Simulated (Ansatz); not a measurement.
The compound is RuBr2 (1T sheet).

The cell holds 3 atoms: 1 Ru and 2 Br. Its edges and angles: a = 3.778 Å, b = 3.778 Å, c = 30.253 Å, α = 90.0°, β = 90.0°, γ = 120.0°. Vacuum lies along c.

```xyz
3
Lattice="0.0000 2.6717 2.6717 2.6717 -2.6717 0.0000 17.4666 17.4666 -17.4666" Properties=species:S:1:pos:R:3
Ru    5.5502    5.5502   -5.5502
Br    8.0884    5.4167   -5.4167
Br    5.6837    5.6837   -3.0120
```

The structure was relaxed with PBE. The structure was generated from a model, not taken from a measurement. The runs that relaxed it are not among those shown. The program's search for lower electronic states was switched off, so nothing shows that the state found is the lowest. PAW set soft_2, made with PBE.

A constrained-RPA run (Ansatz 0.2.0; non-magnetic PBE; Ru d, bands v3 to c2, 6×6×1 mesh, medium accuracy) builds 5 functions on bands 3.0 eV wide, with 6.0 electrons in the window. The bare on-site interaction is 12.2 eV and the bare J 0.41 eV.

Estimate U, U′ and J.

On the Ru d shell, U = 3.85 eV (32 % of the bare value), U′ = 3.19 eV, J = 0.30 eV.

The parent state is non-magnetic and the interaction static (zero frequency); U depends on the window and the orbitals, so it belongs to this model alone.

[Paths, hosts, dates, memory and timing lines, banners, echoed tables and standing remarks are left out of the program output.]

[Logs are printed without paths, hosts, clocks, repeated set-up lines and the standing remarks that a program may print on its own settings, such as how far it seeks lower states.]

[Runs of the session that timed out or met a known fault of the program may be left out.]

[Hosts, paths, dates, database ids (printed as entryN), source tags and the programs' standing remarks are cut or masked in the printed files.]
